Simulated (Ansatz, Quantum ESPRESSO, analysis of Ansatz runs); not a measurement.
# A hop of Cl in Li2CdCl4 (Imma), charge +1

Aim: the barrier of one jump in Li2CdCl4 (Imma) at charge +1: V_Cl hop (3.7 Å). The model is a cell of 56 host atoms with 1 Cl taken out; Cl is the atom that moves.

Program: Ansatz 0.2.0. Level of theory: plane-wave PAW DFT, PBEsol; nudged elastic band between two relaxed defect structures at fixed charge in a uniform background. Results are calculated unless marked as measured.

### 1. The starting structure

The cell holds 55 atoms: 16 Li, 8 Cd and 31 Cl. Cell: a = 12.949 Å, b = 12.809 Å, c = 10.609 Å, α = 66.4°, β = 65.0°, γ = 48.6°. It derives from Li2CdCl4 (space group Imma). Nearest the centre at fractional (0.305, 0.565, 0.561): Li5 at 1.78 Å, Cl53 at 1.83 Å, Li15 at 3.08 Å, Cl44 at 3.09 Å, Li2 at 3.12 Å, Cl32 at 3.13 Å, Li10 at 3.17 Å, Cl37 at 3.22 Å. The cell carries charge +1.

The cell's shortest repeat is 10.6 Å.

### 2. Relaxation of the start point, charge +1

A barrier is counted from a minimum, so both ends are relaxed first. Small random displacements break the symmetry of the ideal sites, so that the defect can distort if it gains by it. The charge of +1 is set by the electron count, and a uniform background keeps the cell neutral.

Contents of qp1.start/input.yaml:

```yaml
crystal:
  lattice:
    - [0.0, 7.62069338, 10.46883164]
    - [7.38023042, 0.0, 10.46883164]
    - [7.38023042, 7.62069338, 0.0]
  atoms:
    - { symbol: Li, position: [0.19605462, 0.44605462, 0.05394538] }
    - { symbol: Li, position: [0.44605462, 0.69605462, 0.30394538] }
    - { symbol: Li, position: [0.69605462, 0.94605462, 0.55394538] }
    - { symbol: Li, position: [0.94605462, 0.19605462, 0.80394538] }
    - { symbol: Li, position: [0.125, 0.625, 0.625] }
    - { symbol: Li, position: [0.375, 0.875, 0.875] }
    - { symbol: Li, position: [0.625, 0.125, 0.125] }
    - { symbol: Li, position: [0.875, 0.375, 0.375] }
    - { symbol: Li, position: [0.125, 0.125, 0.125] }
    - { symbol: Li, position: [0.375, 0.375, 0.375] }
    - { symbol: Li, position: [0.625, 0.625, 0.625] }
    - { symbol: Li, position: [0.875, 0.875, 0.875] }
    - { symbol: Li, position: [0.05394538, 0.80394538, 0.19605462] }
    - { symbol: Li, position: [0.30394538, 0.05394538, 0.44605462] }
    - { symbol: Li, position: [0.55394538, 0.30394538, 0.69605462] }
    - { symbol: Li, position: [0.80394538, 0.55394538, 0.94605462] }
    - { symbol: Cd, position: [0.0, 0.0, 0.5] }
    - { symbol: Cd, position: [0.25, 0.25, 0.75] }
    - { symbol: Cd, position: [0.5, 0.5, 0.0] }
    - { symbol: Cd, position: [0.75, 0.75, 0.25] }
    - { symbol: Cd, position: [0.0, 0.5, 0.5] }
    - { symbol: Cd, position: [0.25, 0.75, 0.75] }
    - { symbol: Cd, position: [0.5, 0.0, 0.0] }
    - { symbol: Cd, position: [0.75, 0.25, 0.25] }
    - { symbol: Cl, position: [0.13698115, 0.11817834, 0.88182166] }
    - { symbol: Cl, position: [0.38698115, 0.36817834, 0.13182166] }
    - { symbol: Cl, position: [0.63698115, 0.61817834, 0.38182166] }
    - { symbol: Cl, position: [0.88698115, 0.86817834, 0.63182166] }
    - { symbol: Cl, position: [0.49656242, 0.9996538, 0.75343758] }
    - { symbol: Cl, position: [0.74656242, 0.2496538, 0.00343758] }
    - { symbol: Cl, position: [0.99656242, 0.4996538, 0.25343758] }
    - { symbol: Cl, position: [0.11817834, 0.63698115, 0.86301885] }
    - { symbol: Cl, position: [0.36817834, 0.88698115, 0.11301885] }
    - { symbol: Cl, position: [0.61817834, 0.13698115, 0.36301885] }
    - { symbol: Cl, position: [0.86817834, 0.38698115, 0.61301885] }
    - { symbol: Cl, position: [0.2496538, 0.24656242, 0.0003462] }
    - { symbol: Cl, position: [0.4996538, 0.49656242, 0.2503462] }
    - { symbol: Cl, position: [0.7496538, 0.74656242, 0.5003462] }
    - { symbol: Cl, position: [0.9996538, 0.99656242, 0.7503462] }
    - { symbol: Cl, position: [0.0003462, 0.00343758, 0.2496538] }
    - { symbol: Cl, position: [0.2503462, 0.25343758, 0.4996538] }
    - { symbol: Cl, position: [0.5003462, 0.50343758, 0.7496538] }
    - { symbol: Cl, position: [0.7503462, 0.75343758, 0.9996538] }
    - { symbol: Cl, position: [0.13182166, 0.61301885, 0.38698115] }
    - { symbol: Cl, position: [0.38182166, 0.86301885, 0.63698115] }
    - { symbol: Cl, position: [0.63182166, 0.11301885, 0.88698115] }
    - { symbol: Cl, position: [0.88182166, 0.36301885, 0.13698115] }
    - { symbol: Cl, position: [0.00343758, 0.5003462, 0.74656242] }
    - { symbol: Cl, position: [0.25343758, 0.7503462, 0.99656242] }
    - { symbol: Cl, position: [0.50343758, 0.0003462, 0.24656242] }
    - { symbol: Cl, position: [0.75343758, 0.2503462, 0.49656242] }
    - { symbol: Cl, position: [0.11301885, 0.13182166, 0.36817834] }
    - { symbol: Cl, position: [0.36301885, 0.38182166, 0.61817834] }
    - { symbol: Cl, position: [0.61301885, 0.63182166, 0.86817834] }
    - { symbol: Cl, position: [0.86301885, 0.88182166, 0.11817834] }
total_charge: 1
basis:
  ecutwfc: 420
  xc_grid: 2
hamiltonian:
  xc: pbesol
kpoints:
  mp_grid: { grid: [1, 1, 1], shift: [0.25, 0.25, 0.25] }
scf:
  occupations: { method: fixed }
  max_iter: 120
output:
  forces: true
relax:
  f_tol: 0.02
  max_steps: 70
  random_displacement: { amplitude: 0.03, seed: 419 }
```

Command:

```
$ ansatz run input.yaml --threads 16 --pin off --max-ram 26378MiB --backend cpu --events-out ev --progress --plain --runs-dir out
```

Numbers of over 12 decimals in the logs are rounded to 6 here.

Log:

```text
[... repeated set-up lines and file paths are left out, and long positions are rounded to six places ...]
The last accepted step is kept in <dir> (removed where the run ends without a failure and the disk answers)
Engine: ansatz 0.2.0, x86_64-unknown-linux-gnu
Pseudopotentials: kind: paw
Pseudopotential: Li, paw, valence charge 3, recommended cutoff 420 eV (normal), Li.paw.azcp
Pseudopotential: Cd, paw, valence charge 20, recommended cutoff 420 eV (normal), Cd.paw.azcp
Pseudopotential: Cl, paw, valence charge 7, recommended cutoff 420 eV (normal), Cl.paw.azcp
Functional definition: PBEsol
  exchange = pbesol_x
  correlation = pbesol_c
Crystal: 55 atoms, lattice volume = 1177.586 Å³
Basis set: ecut = 420 eV, 23051 PW (Γ), exchange–correlation on 180×180×144 points (8 copies of the dense FFT grid, shifted against one another)
Bands: 267, of which v1, the nominal top of the filled ones, is band 212 counted from 1 (211 counted from 0)
Symmetry: 1 space group operations
k-points: 1
Non-local potential: Li, projectors of the file, l = 0: 3, l = 1: 2, l = 2: 1
Non-local potential: Cd, projectors of the file, l = 0: 3, l = 1: 2, l = 2: 2, l = 3: 1
Non-local potential: Cl, projectors of the file, l = 0: 2, l = 1: 2, l = 2: 2
PAW form: soft (Blöchl's): semilocal exchange-correlation on the pseudo side does not see the compensation charge
PAW frozen core: Cd, regenerated for the run's functional, and the local potential with it (the file was generated under x = pbe(κ = 0.804, μ = 0.219515), c = pbe(β = 0.066725))
PAW frozen core: Cl, regenerated for the run's functional, and the local potential with it (the file was generated under x = pbe(κ = 0.804, μ = 0.219515), c = pbe(β = 0.066725))
PAW one-centre angular grid: Li, 110 points (default); XC on 64 Gauss nodes
PAW one-centre angular grid: Cd, 590 points (default); XC on 64 Gauss nodes
PAW one-centre angular grid: Cl, 110 points (default); XC on 64 Gauss nodes
Initial density: superposition of atomic densities (neutral atoms scaled as one to the charged cell's electrons: chi_scale 0, normalization atom), corrected by the library's trained network
Initial wavefunctions: pseudopotential atomic-orbital guess
Functional: x = pbesol(κ = 0.804, μ = 0.123457), c = pbesol(β = 0.046)
SCF iter   1: F=—  HF=-101691.923567 eV  |F-HF|=—  |Δ(HF+E_count)|=         —  Δρ=6.09e-3  dr2=9.82e-1  ethr=1.77e-3  ⟨swp⟩=5.0  Hψ=767  notcnv=0  defer=53
preconditioner: auto → Resta (q_TF=auto, 2.301 Å⁻¹)  ε∞=3.4  [insulator: Δε(μ)=2.978 eV  Ē_g=12.747 eV  n_scr=242 (ndim 8)  ℏωp=19.6 eV  f_vac=0.073  ε∞_Penn≈3.4]
SCF iter   2: F=—  HF=-101691.656561 eV  |F-HF|=—  |Δ(HF+E_count)|=   2.67e-1  Δρ=1.89e-3  dr2=1.43e-1  ethr=2.32e-4  ⟨swp⟩=3.0  Hψ=419  notcnv=0  defer=53
SCF iter   3: F=—  HF=-101691.625351 eV  |F-HF|=—  |Δ(HF+E_count)|=   3.12e-2  Δρ=8.24e-4  dr2=2.53e-2  ethr=3.37e-5  ⟨swp⟩=3.0  Hψ=356  notcnv=0  defer=53
SCF iter   4: F=—  HF=-101691.625952 eV  |F-HF|=—  |Δ(HF+E_count)|=   6.01e-4  Δρ=3.42e-4  dr2=3.27e-3  ethr=5.96e-6  ⟨swp⟩=3.0  Hψ=358  notcnv=0  defer=53
SCF iter   5: F=—  HF=-101691.629765 eV  |F-HF|=—  |Δ(HF+E_count)|=   3.81e-3  Δρ=1.15e-4  dr2=3.25e-4  ethr=7.71e-7  ⟨swp⟩=3.0  Hψ=419  notcnv=0  defer=53
SCF iter   6: F=—  HF=-101691.630487 eV  |F-HF|=—  |Δ(HF+E_count)|=   7.22e-4  Δρ=3.24e-5  dr2=2.48e-5  ethr=7.67e-8  ⟨swp⟩=3.0  Hψ=404  notcnv=0  defer=53
SCF iter   7: F=-101691.630579 eV  HF=-101691.630573 eV  |F-HF|=6.71e-6  |Δ(HF+E_count)|=   8.61e-5  Δρ=1.80e-5  dr2=4.58e-6  ethr=2.36e-9  ⟨swp⟩=4.0  Hψ=823  notcnv=0
SCF 1 converged in 7 iterations: F = -101691.630579 eV  dr2 = 4.58e-6
  greatest PAW one-centre occupation: 1.000 electrons in one spin orbital (limit 2), on the Cd atom at site 21 (counted from 0), in its partial waves of l = 0
relax step   1: F+E_penalty+E_count = -101691.63057933 eV  Δ(F+E_penalty+E_count) = +0.000e0 eV  max|allowed force component| = 7.642e-1 eV/Å  Δτ_max = 0.0000 Å  (7 SCF iters, dr2 threshold 1.00e-5 eV, accepted)
[... the SCF cycles and remarks between the steps are left out from here to the last step ...]
relax step   2: F+E_penalty+E_count = -101692.23774226 eV  Δ(F+E_penalty+E_count) = -6.072e-1 eV  max|allowed force component| = 2.652e-1 eV/Å  Δτ_max = 0.1948 Å  (6 SCF iters, dr2 threshold 3.65e-5 eV, accepted)
relax step   3: F+E_penalty+E_count = -101692.36614574 eV  Δ(F+E_penalty+E_count) = -1.284e-1 eV  max|allowed force component| = 1.390e-1 eV/Å  Δτ_max = 0.1945 Å  (7 SCF iters, dr2 threshold 4.39e-6 eV, accepted)
relax step   4: F+E_penalty+E_count = -101692.40747652 eV  Δ(F+E_penalty+E_count) = -4.133e-2 eV  max|allowed force component| = 8.429e-2 eV/Å  Δτ_max = 0.2000 Å  (7 SCF iters, dr2 threshold 2.32e-6 eV, accepted)
relax step   5: F+E_penalty+E_count = -101692.41972244 eV  Δ(F+E_penalty+E_count) = -1.225e-2 eV  max|allowed force component| = 3.800e-2 eV/Å  Δτ_max = 0.1757 Å  (6 SCF iters, dr2 threshold 1.95e-6 eV, accepted)
relax step   6: F+E_penalty+E_count = -101692.42555421 eV  Δ(F+E_penalty+E_count) = -5.832e-3 eV  max|allowed force component| = 3.335e-2 eV/Å  Δτ_max = 0.1158 Å  (7 SCF iters, accepted)
relax step   7: F+E_penalty+E_count = -101692.42903763 eV  Δ(F+E_penalty+E_count) = -3.483e-3 eV  max|allowed force component| = 2.096e-2 eV/Å  Δτ_max = 0.1027 Å  (7 SCF iters, accepted)
relax step   8: F+E_penalty+E_count = -101692.43057682 eV  Δ(F+E_penalty+E_count) = -1.539e-3 eV  max|allowed force component| = 8.735e-3 eV/Å  Δτ_max = 0.0583 Å  (7 SCF iters, accepted)
SCF iter   1: F=—  HF=-101692.429913 eV  |F-HF|=—  |Δ(HF+E_count)|=         —  Δρ=4.66e-4  dr2=2.12e-3  ethr=9.20e-6  ⟨swp⟩=5.0  Hψ=528  notcnv=0  defer=53
SCF iter   2: F=—  HF=-101692.429522 eV  |F-HF|=—  |Δ(HF+E_count)|=   3.90e-4  Δρ=2.06e-4  dr2=3.67e-4  ethr=5.00e-7  ⟨swp⟩=2.0  Hψ=321  notcnv=0  defer=53
SCF iter   3: F=—  HF=-101692.429510 eV  |F-HF|=—  |Δ(HF+E_count)|=   1.28e-5  Δρ=4.72e-5  dr2=2.35e-5  ethr=8.66e-8  ⟨swp⟩=2.0  Hψ=395  notcnv=0  defer=47
SCF iter   4: F=—  HF=-101692.430812 eV  |F-HF|=—  |Δ(HF+E_count)|=   1.30e-3  Δρ=6.96e-6  dr2=7.30e-7  ethr=5.55e-9  ⟨swp⟩=2.0  Hψ=384  notcnv=0  defer=47
SCF iter   5: F=—  HF=-101692.430812 eV  |F-HF|=—  |Δ(HF+E_count)|=   7.37e-7  Δρ=3.17e-6  dr2=1.33e-7  ethr=2.36e-11  ⟨swp⟩=4.0  Hψ=825  notcnv=0
SCF iter   6: F=-101692.430813 eV  HF=-101692.430813 eV  |F-HF|=7.71e-9  |Δ(HF+E_count)|=   1.53e-7  Δρ=1.44e-6  dr2=2.22e-8  ethr=2.36e-11  ⟨swp⟩=4.0  Hψ=804  notcnv=0
SCF 9 converged in 6 iterations: F = -101692.430813 eV  dr2 = 2.22e-8
relax step   9: F+E_penalty+E_count = -101692.43081254 eV  Δ(F+E_penalty+E_count) = -2.357e-4 eV  max|allowed force component| = 6.017e-3 eV/Å  Δτ_max = 0.0289 Å  (6 SCF iters, accepted)
SCF converged after 6 iterations
Free energy (F): -101692.430813 eV
Harris-Foulkes:  -101692.430813 eV  (|F-HF|=7.71e-9)
Internal energy: -101692.430813 eV  (E = F + TS)
E sigma→0 (E₀):  -101692.430813 eV
Fermi energy:    2.407795 eV
--- Per-component energies (eV) ---
  E_band       = -6476.605992
  E_kinetic    = 9369.515300
  E_local      = -49293.460462  (includes V_loc(G=0)·N_el)
  E_nonlocal   = 675.258201
  E_hartree    = 21476.665352
  E_xc         = -4847.480120
  E_vxc        = -5736.630572  (∫ρ·V_xc dr)
  E_paw        = -52335.876000  (= ΣΔE_a)
  E_vpaw       = -4444.645573  (= ΣTr[D̂ρ^β])
  E_aug_tail   = 0.003203  (compensation charges beyond the density's cutoff)
  E_ewald      = -26742.223358
  E_core_change = 5.167073  (= ΣΔE_core)
  E_smearing   = -0.000000  (= −TS)
  E_closure    = 0.000000  (closes the sum)
  E_deformation_potential = 10.754947  (in the stress; not in F)
  Σ components = -101692.430813   (vs F -101692.430813, Δ=0.00e0)
--- Forces (eV/Å), atoms counted from 1 ---
  atom   1  Li     0.00081257     0.00055261    -0.00126035
  atom   2  Li     0.00020430     0.00094128     0.00348014
  [... 2 atoms left out ...]
  atom   5  Li    -0.00154221    -0.00010532    -0.00028563
  [... 4 atoms left out ...]
  atom  10  Li    -0.00045361     0.00004612    -0.00127241
  [... 4 atoms left out ...]
  atom  15  Li     0.00127999     0.00013564    -0.00096056
  [... 6 atoms left out ...]
  atom  22  Cd     0.00197156     0.00601747    -0.00276460
  [... 9 atoms left out ...]
  atom  32  Cl     0.00089339    -0.00132631     0.00302963
  [... 4 atoms left out ...]
  atom  37  Cl    -0.00214890     0.00030748    -0.00059042
  [... 4 atoms left out ...]
  atom  42  Cl     0.00050950    -0.00178509    -0.00065455
  [... 1 atom left out ...]
  atom  44  Cl     0.00166683    -0.00152894     0.00036383
  [... 8 atoms left out ...]
  atom  53  Cl     0.00007834     0.00156495     0.00097227
  [... 2 atoms left out ...]
  max |Σ_I F_I| component: 4.15e-5 eV/Å
--- Relaxed structure (9 steps of the walk, 9 accepted, 0 SCFs on fresh bases) ---
  F+E_penalty+E_count = -101692.43081254 eV   max|allowed force component| = 6.017e-3 eV/Å
  atoms:
    - { symbol: Li, position: [0.196155, 0.447005, 0.050914] }
    - { symbol: Li, position: [0.529582, 0.666758, 0.219784] }
    [... 2 atoms left out ...]
    - { symbol: Li, position: [0.114889, 0.611250, 0.634462] }
    [... 4 atoms left out ...]
    - { symbol: Li, position: [0.373955, 0.371252, 0.375682] }
    [... 4 atoms left out ...]
    - { symbol: Li, position: [0.542353, 0.310638, 0.703164] }
    [... 6 atoms left out ...]
    - { symbol: Cd, position: [0.242990, 0.755098, 0.782334] }
    [... 9 atoms left out ...]
    - { symbol: Cl, position: [0.124193, 0.639036, 0.850354] }
    [... 4 atoms left out ...]
    - { symbol: Cl, position: [0.498599, 0.496783, 0.251021] }
    [... 4 atoms left out ...]
    - { symbol: Cl, position: [0.491851, 0.511087, 0.751814] }
    [... 1 atom left out ...]
    - { symbol: Cl, position: [0.132099, 0.611053, 0.391273] }
    [... 8 atoms left out ...]
    - { symbol: Cl, position: [0.358265, 0.385118, 0.617646] }
    [... 2 atoms left out ...]
```

The job ended after 16 s (16 threads of Intel Xeon 6975P-C (Granite Rapids), shared host; peak memory 2.1 GiB).

Step by step:

```
step  energy less that of the first step (eV)  largest force component (eV/Å)
   1                                   0.0000                          0.7642
   2                                  -0.6072                          0.2652
   3                                  -0.7356                          0.1390
   4                                  -0.7769                          0.0843
   5                                  -0.7891                          0.0380
   6                                  -0.7950                          0.0333
   7                                  -0.7985                          0.0210
   8                                  -0.8000                          0.0087
   9                                  -0.8002                          0.0060
```

The atoms that moved most (Å, from the sites as typed, ahead of the random displacement, the mean shift of all atoms taken out):

```
atom      dx      dy      dz  length
 Li2  -0.836  -0.002   0.566   1.010
Cd17   0.279  -0.196  -0.020   0.341
Cd22   0.278   0.196  -0.021   0.340
 Li5  -0.030  -0.002  -0.251   0.253
Cl51   0.149  -0.157   0.001   0.216
Cl49   0.148   0.154   0.003   0.214
Cl32  -0.077  -0.048   0.083   0.123
Cl28  -0.075   0.046   0.083   0.120
```

Neighbours of Cl53 at the end:

```
atom  distance (Å)
Li15         2.355
 Li5         2.496
Li10         2.557
Cd18         2.575
Cl44         3.449
Cl48         3.563
Cl41         3.587
Cl32         3.597
```

This step gave:

```yaml
free_energy: -101692.4308 eV
r_m_s_move_of_the_farther_half_of_the_atoms: 0.06066 Å
largest_move_from_the_ideal_geometry_of_this_structure_a_common_shift_of_the_far_atoms_taken_out: 1.029 Å
```

The relaxation gained 0.800 eV and ended with a largest force component of 0.0060 eV/Å.

(Continued in part 2 of 4.)

[Logs are printed without paths, hosts, clocks, repeated set-up lines and the standing remarks that a program may print on its own settings, such as how far it seeks lower states.]

[Hosts, paths, dates, database ids (printed as entryN), source tags and the programs' standing remarks are cut or masked in the printed files.]
